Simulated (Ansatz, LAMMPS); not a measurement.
**Glassy 57SiO2-27Al2O3-16BaO (mol %) (149 atoms): a short ab initio trajectory**

Aim: follow glassy 57SiO2-27Al2O3-16BaO (mol %) (149 atoms) for a short time with forces from DFT, then look at structure and electrons in the last frame.

Calculated with Ansatz 0.2.0; Kohn-Sham DFT, PBE, PAW (set soft_2), plane waves.

## Step 1: The structure

The cell holds 149 atoms: 25 Si, 24 Al, 7 Ba and 93 O. Cell: a = 13.216 Å, b = 13.216 Å, c = 13.216 Å, α = 90.0°, β = 90.0°, γ = 90.0°. 149 atoms (25 Si, 24 Al, 7 Ba, 93 O) placed at random at 2.73 g/cm³, melted at 4000 K for 10 ps at fixed volume with the Morse and Coulomb pair potential with partial charges (Pedone, Malavasi, Menziani, Cormack and Segre, J. Phys. Chem. B 110, 11780 (2006)). Quenched from 4000 K to 300 K at 25 K/ps and fixed volume, held 5 ps.

Limits known from the start: The quench rate of 25 K/ps is many orders above laboratory rates, so the cell is likely richer in defects and strain than a real sample. The network of bonds at the start is that of the classical potential that made the cell, and needn't be the one that DFT or experiment would give. Only the Γ point is sampled, in a cell whose shortest periodic width is 13 Å. No spin–orbit coupling is included, so levels derived from the heavy atoms are approximate.

## Step 2: Dynamics started at 300 K

A Nosé–Hoover thermostat steers the temperature while disturbing the dynamics little. The time step is 1.0 fs.

input.yaml reads:

```yaml
crystal:
  lattice:
    - [13.2156, 0.0, 0.0]
    - [0.0, 13.2156, 0.0]
    - [0.0, 0.0, 13.2156]
  atoms:
    - { symbol: Si, position: [0.35613, 0.5514, 0.70043] }
    - { symbol: Si, position: [0.62987, 0.47602, 0.01892] }
    - { symbol: Si, position: [0.81737, 0.34078, 0.97554] }
    - { symbol: Si, position: [0.18547, 0.71311, 0.02024] }
    [... 139 atom lines left out ...]
    - { symbol: O, position: [0.87135, 0.77812, 0.04384] }
    - { symbol: O, position: [0.01091, 0.91263, 0.93796] }
    - { symbol: O, position: [0.84465, 0.80801, 0.65619] }
    - { symbol: O, position: [0.13669, 0.13679, 0.79466] }
    - { symbol: O, position: [0.96355, 0.05167, 0.75748] }
    - { symbol: O, position: [0.07086, 0.54064, 0.54502] }
kpoints:
  mp_grid: { grid: [1, 1, 1] }
hamiltonian:
  xc: pbe
scf:
  occupations: { method: fixed }
output:
  forces: true
md:
  timestep: 1.0
  n_steps: 75
  ensemble: nvt_nose_hoover
  temperature: 300
  initial_velocities: maxwell_boltzmann
  seed: 3078
```

On the command line:

```bash
> ansatz run input.yaml --threads 4 --pin off --max-ram 8192MiB --backend cpu --events-out ev --progress --plain --runs-dir out
```

Elapsed: 27 min, on 4 threads of Arm Neoverse V2, shared host; peak memory 3.4 GiB; 1.7 h of CPU time.

The program notes that it switched symmetry off.

Rows from the run:

```tsv
time (fs)	T (K)	potential (meV/atom)	conserved (meV/atom)
0.0	300	0.0	0.00
5.0	437	-17.7	-0.12
10.0	502	-26.2	-0.11
15.0	473	-22.8	-0.07
20.0	454	-20.9	-0.09
25.0	399	-14.4	-0.07
30.0	354	-9.3	-0.05
35.0	379	-13.0	-0.07
40.0	412	-18.1	-0.09
45.0	421	-20.0	-0.07
50.0	443	-23.7	-0.08
55.0	460	-26.8	-0.10
60.0	439	-25.0	-0.10
65.0	398	-20.7	-0.07
70.0	394	-20.9	-0.09
75.0	406	-23.2	-0.08
```

Mean square displacement from the first frame to the last: Si 0.035 Å², Al 0.033 Å², Ba 0.026 Å², O 0.059 Å².

Mean square displacement against time lag:

```tsv
time lag (fs)	Al (Å²)	Ba (Å²)	O (Å²)	Si (Å²)
1.0	3.3e-5	5.5e-6	6.9e-5	3.8e-5
2.0	1.3e-4	2.2e-5	2.8e-4	1.5e-4
4.0	5.3e-4	8.8e-5	0.00109	6.0e-4
7.0	0.00158	2.7e-4	0.00326	0.00177
8.0	0.00204	3.5e-4	0.00420	0.00227
10.0	0.00309	5.5e-4	0.00636	0.00340
11.0	0.00367	6.7e-4	0.00756	0.00402
13.0	0.00493	9.3e-4	0.0101	0.00531
16.0	0.00694	0.00141	0.0142	0.00732
17.0	0.00762	0.00159	0.0157	0.00799
19.0	0.00898	0.00198	0.0185	0.00930
21.0	0.0103	0.00242	0.0212	0.0105
22.0	0.0109	0.00265	0.0225	0.0111
25.0	0.0127	0.00341	0.0264	0.0128
27.0	0.0138	0.00397	0.0287	0.0138
28.0	0.0142	0.00427	0.0299	0.0143
30.0	0.0151	0.00488	0.0320	0.0152
31.0	0.0156	0.00521	0.0330	0.0156
34.0	0.0167	0.00623	0.0359	0.0167
36.0	0.0173	0.00696	0.0377	0.0175
38.0	0.0178	0.00772	0.0393	0.0182
```

Over the second half of 75 fs the temperature averages 422 K with swings of 23 K r.m.s. The conserved energy stays within 0.14 meV/atom. From first frame to last O has the largest mean square displacement, 0.059 Å² at the end; the farthest move is 0.62 Å. The mean temperature of 422 K lies well off the 300 K of the input, so the thermostat hasn't yet brought the run to equilibrium. The run spans 0.07 ps, too short for its means to be equilibrium values.

## Step 3: Distances and neighbours late in the run

The g(r) is a mean over the second half; what follows it is taken at the last frame.

Density 2.73 g/cm³, 15.49 Å³ an atom.

Mean of 14 frames. g(r), total and by pair (bins of 0.2 Å):

```tsv
r (Å)	total	O-O	O-Si	O-Al	O-Ba	Si-Si	Si-Al
1.50	0.54	0.00	2.58	0.00	0.00	0.00	0.00
1.70	3.89	0.00	11.90	6.94	0.00	0.00	0.00
1.90	1.04	0.00	0.12	5.07	0.00	0.00	0.00
2.10	0.06	0.00	0.00	0.32	0.00	0.00	0.00
2.30	0.00	0.00	0.00	0.00	0.00	0.00	0.00
2.50	0.60	1.36	0.00	0.00	1.06	0.00	0.00
2.70	1.66	3.73	0.00	0.14	2.33	0.00	0.04
2.90	1.23	2.30	0.04	0.12	2.47	0.73	1.96
3.10	1.16	1.25	0.21	0.56	1.35	4.09	4.41
3.30	0.94	0.62	0.66	0.93	1.25	1.81	2.77
3.50	0.87	0.57	1.02	1.16	0.84	0.00	0.44
3.70	0.90	0.61	1.48	1.04	0.50	0.00	0.12
3.90	0.96	0.66	1.35	1.25	0.66	0.75	0.66
4.10	1.15	0.58	2.00	1.84	0.37	0.86	0.68
4.30	1.25	0.74	1.71	1.98	1.17	0.71	1.12
4.50	1.04	0.91	1.24	1.23	0.74	1.22	1.00
4.70	0.92	1.06	0.74	0.78	1.29	0.99	1.17
4.90	0.96	1.29	0.62	0.65	1.24	0.86	1.02
5.10	1.08	1.52	0.63	0.63	1.60	0.85	1.11
5.30	1.02	1.34	0.60	0.71	1.29	0.99	1.41
5.50	1.04	1.22	0.88	0.79	0.71	1.44	1.48
5.70	0.97	0.97	0.97	0.93	0.71	1.43	1.17
5.90	0.92	0.80	0.99	1.10	0.57	1.44	0.94
6.10	0.93	0.78	1.14	1.19	0.55	0.64	0.62
6.30	0.88	0.71	1.17	1.10	0.74	0.67	0.58
6.50	1.01	0.85	1.28	1.14	1.02	0.62	0.75
```

Bonds by pair of elements; cutoffs follow the first minimum of g(r), held within bounds set by covalent radii, and pairs that aren't listed don't count as bonded:

```tsv
pair A-B	cutoff (Å)	bonds	mean length (Å)	spread (Å)	shortest (Å)	B about A	A about B
O-Si	2.16	100	1.65	0.057	1.53	1.07	4
O-Al	2.38	97	1.79	0.088	1.64	1.04	4.04
O-Ba	3.68	59	3.02	0.301	2.44	0.634	8.43
```

The cutoff for O-Ba falls short of the minimum of g(r), so counts run low and odd coordinations can be artefacts.

How many atoms have how many bonded neighbours:

```tsv
element	mean	2	3	4	5	8	9
Al	4.04	0	0	23	1	0	0
Ba	8.43	0	0	0	0	4	3
O	2.75	31	54	8	0	0	0
Si	4	0	0	25	0	0	0
```

Bond angles (no mean is given where the spread exceeds 20°):

```tsv
angle	count	mean (°)	spread (°)
O-Si-O	150	109	6.7
O-Al-O	148	109	12.7
Al-O-Si	62	136	15.6
Ba-O-Si	58	103	14.7
```

Oxygen atoms by the number of network formers (Si, P, Ge, B, Al, As, Ga) bound to them:

```tsv
network formers bound to O	O atoms	per cent
0	0	0
1	3	3.2
2	76	81.7
3	14	15.1
```

Network units: each former by its oxygen neighbours and how many of them bridge to another former:

```tsv
former	O neighbours	bridging O	atoms
Si	4	3	2
Si	4	4	23
Al	4	3	1
Al	4	4	22
Al	5	5	1
```

Bond length by coordination (bonds to H left out):

```tsv
element	coordination	atoms	mean bond length (Å)
Al	4	23	1.78
Al	5	1	1.93
Ba	8	4	2.98
Ba	9	3	3.07
O	2	31	1.65
O	3	54	2.10
O	4	8	2.30
```

Rings of the network by King's shortest-path rule, up to 12 atoms, one path for each pair of neighbours; H, halogens, alkali and alkaline-earth atoms are left out, and the last column divides by all other atoms, bonded or not:

```tsv
ring size (atoms)	rings	per network atom
4	4	0.028
6	6	0.042
8	24	0.169
10	30	0.211
12	39	0.275
```

First main peaks of g(r), for some of the pairs, lie near 2.7 Å (O-O), 1.6 Å (O-Si), 1.8 Å (O-Al), 2.8 Å (O-Ba), 3.1 Å (Si-Si) and 3.2 Å (Si-Al). The O-Si-O angle averages 109° with a spread of 7°. 82 % of the oxygens bridge two formers (Si and Al) and 3 % are non-bridging; 15 % join three. The commonest Si unit has 4 oxygens, 4 of them shared with other formers (23 of 25 atoms). Rings of 12 atoms are the most common (38 % of those counted); sizes run from 4 to 12, where the search stops.

## Step 4: Single point at the last frame

The last frame is solved again with fuller output, to read the electronic structure of a thermally displaced geometry.

input.yaml reads:

```yaml
crystal:
  lattice:
    - [13.2156, 0.0, 0.0]
    - [0.0, 13.2156, 0.0]
    - [0.0, 0.0, 13.2156]
  atoms:
    - { symbol: Si, position: [0.35879, 0.55737, 0.70367] }
    - { symbol: Si, position: [0.63275, 0.47496, 0.04353] }
    - { symbol: Si, position: [0.80825, 0.34486, 0.00026] }
    - { symbol: Si, position: [0.18502, 0.72192, 0.01955] }
    [... 139 atom lines left out ...]
    - { symbol: O, position: [0.86647, 0.79171, 0.04931] }
    - { symbol: O, position: [0.01091, 0.92225, 0.93606] }
    - { symbol: O, position: [0.85637, 0.81901, 0.6512] }
    - { symbol: O, position: [0.14511, 0.1194, 0.79517] }
    - { symbol: O, position: [0.96623, 0.06761, 0.75932] }
    - { symbol: O, position: [0.05726, 0.53322, 0.53563] }
kpoints:
  mp_grid: { grid: [1, 1, 1] }
hamiltonian:
  xc: pbe
scf:
  occupations: { method: fixed }
output:
  forces: true
  stress: true
  populations: intrinsic
  dos:
    method: { smearing: { sigma: 0.1 } }
    de: 0.1
    projected: { site_lists: { Al: [Al], Ba: [Ba], O: [O], Si: [Si] } }
  eigenvalues: true
  write_density: true
  write_potential: true
  volumetric_format: npy
```

It took 71 s on 4 threads; peak memory 3.4 GiB.

The program notes that the exchange-correlation potential is rough where the density is thin.

The run gave:

| Quantity | Value |
| --- | --- |
| free energy | -123397.2612 eV |
| free energy per atom | -828.1695 eV/atom |
| SCF cycles | 10 |
| pressure | -0.00095 GPa |
| r.m.s. force component | 0.9814 eV/Å |
| longest force | 4.507 eV/Å |
| Fermi energy | 2.899 eV |
| gap (highest filled to lowest empty level) | 3.774 eV |

Length of the force by element:

```tsv
element	coordination	atoms	mean length of the force (eV/Å)	spread	least	most
Al	all	24	1.72	0.676	0.787	3.31
Ba	all	7	0.529	0.164	0.280	0.815
O	all	93	1.32	0.712	0.130	4.51
Si	all	25	2.21	0.804	0.560	4.10
```

Intrinsic-atomic-orbital charges by element:

```tsv
element	coordination	atoms	mean charge (e)	spread	least	most
Al	all	24	1.33	0.0466	1.20	1.41
Ba	all	7	1.92	0.0219	1.90	1.95
O	all	93	-0.943	0.0715	-1.31	-0.84
Si	all	25	1.70	0.0303	1.63	1.74
```

Density of states as counts of states in windows of 1 eV (from the Fermi level), total and the larger projections:

```tsv
from (eV)	to (eV)	total	O p	Si p	O s	Ba p
-18	-17	84.8	0.7	9.1	66.3	0.1
-17	-16	32.4	0.3	2.2	26.2	0.1
-16	-15	6.5	0.0	0.0	5.2	0.1
-15	-12	0.0	0.0	0.0	0.0	0.0
-12	-11	22.7	0.5	0.1	0.2	21.8
-11	-10	16.8	0.6	0.1	0.2	15.8
-10	-9	4.6	1.5	0.1	0.2	2.3
-9	-8	16.0	10.7	0.8	0.9	0.0
-8	-7	15.4	10.6	0.8	0.8	0.0
-7	-6	30.1	22.1	2.3	0.9	0.0
-6	-5	52.5	40.2	5.5	1.0	0.1
-5	-4	62.4	49.5	5.7	1.5	0.1
-4	-3	75.5	63.8	3.2	2.0	0.2
-3	-2	105.5	95.2	2.4	1.6	0.3
-2	-1	121.8	114.5	1.5	1.0	0.3
-1	0	74.7	71.2	0.6	0.4	0.2
0	1	2.1	2.0	0.0	0.0	0.0
1	3	0.0	0.0	0.0	0.0	0.0
3	4	2.0	0.0	0.0	0.4	0.0
4	5	5.9	0.5	0.2	0.7	0.0
```

With fixed occupations the program's Fermi level is the highest filled level; weight inside the gap is the broadening of levels at its edges.

Between -26 and -18 eV lie 71 more states.

The levels nearest the highest filled one (over half full), pooled over k-points and spins:

```tsv
level less the highest filled one (eV)	occupation
-0.262	2
-0.247	2
-0.154	2
-0.0924	2
-0.0789	2
0	2
3.77	0
4.71	0
4.81	0
4.93	0
5.04	0
5.13	0
```

Mean intrinsic-atomic-orbital charges: Al +1.33, Ba +1.92, O -0.94, Si +1.70 e.

## Step 5: Outcome

```
mean temperature, second half                                : 422.1 K
temperature swing, second half                               : 22.56 K
slope of the conserved energy against time, by least squares : -0.0728 meV/atom/ps
free energy per atom                                         : -828.1695 eV/atom
pressure                                                     : -0.00095 GPa
r.m.s. force component                                       : 0.9814 eV/Å
gap (highest filled to lowest empty level)             : 3.774 eV
wall time of the 2 DFT runs                                  : 28 min
```

In words: Over the second half of 75 fs the temperature averages 422 K with swings of 23 K r.m.s. The conserved energy stays within 0.14 meV/atom. The mean temperature of 422 K lies well off the 300 K of the input, so the thermostat hasn't yet brought the run to equilibrium. The run spans 0.07 ps, too short for its means to be equilibrium values. 82 % of the oxygens bridge two formers (Si and Al) and 3 % are non-bridging; 15 % join three. Filled and empty levels are parted by 3.77 eV (at Γ alone); a semilocal functional tends to put such gaps too low. In a disordered cell it changes from sample to sample, and tail or defect levels can set it.

Caveats: The stress is far from hydrostatic: its diagonal is 1.4, 0.4, -1.8 GPa, compression counted positive. The pressure of a single frame lacks the kinetic term, about 0.38 GPa here.

[Logs are printed without paths, hosts, clocks, repeated set-up lines and the standing remarks that a program may print on its own settings, such as how far it seeks lower states.]

[Hosts, paths, dates, database ids (printed as entryN), source tags and the programs' standing remarks are cut or masked in the printed files.]
